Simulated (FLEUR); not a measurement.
Records of electronic-structure calculations.

GdCl3: which magnetic order is lowest. It takes space group P6_3/m (No. 176, hexagonal). Conventional cell: a = 7.363 Å, b = 7.363 Å, c = 4.105 Å, α = 90.00°, β = 90.00°, γ = 120.00°. Nearest to Gd lie 9 Cl at 2.82 to 2.91 Å. Cl has 3 Gd at 2.82 to 2.91 Å nearest. Farther neighbours and most contacts between anions are not listed. The calculation used LDA (VWN) with U = 6 eV on Gd f; all-electron FLAPW, Dirac cores, scalar-relativistic bands (and 1 further level or step) in FLEUR MaX-R8.1, with kmax 3.66 1/bohr, gmax 11 1/bohr, muffin tin radii Gd: 2.8, Cl: 2.05 bohr, lmax Gd: [10, 8], Cl: [8, 6], hist occupations, smearing width 0.08 eV, mixer Anderson, mixing 0.05, max iterations 130, stop 0.0001 me/bohr³, collinear spin, 6×6×6 k-mesh, double counting FLL, mesh matched on, seeded occupations whole cubic f orbitals, Hund's first rule, starting moments 7 7 0 0 0 0 0 0 μB in one of its runs. The lowest state found is ferromagnetic (initial ferro ++) and the largest site spin moment is 7.03 μB. The next finished state is antiferromagnetic, 0.389 meV a seeded atom higher, the orbital moment on the atom of largest spin, along its spin (spin–orbit run) is 0.00331 μB and the spin plus orbital moment is Gd 7.02 μB. It took 3 runs, 16 min in all on 4 MPI ranks of Intel Xeon Platinum 8488C (Sapphire Rapids), shared host (the runs of this entry). The lowest state found is ferromagnetic, reached from the start ferro ++, with moments up to 7.03 μB. The two lowest states lie so close that the mesh, the functional or spin–orbit coupling could swap them. The run is spin-polarised, with a total moment of 14.00 μB a cell. Only 2 starts were tried; other patterns of signs, canted and longer-period orders were not.

[Hosts, paths, dates, database ids (printed as entryN), source tags and the programs' standing remarks are cut or masked in the printed files.]

[Where a cell is said to come from a database of computed structures, the database is the Materials Project.]
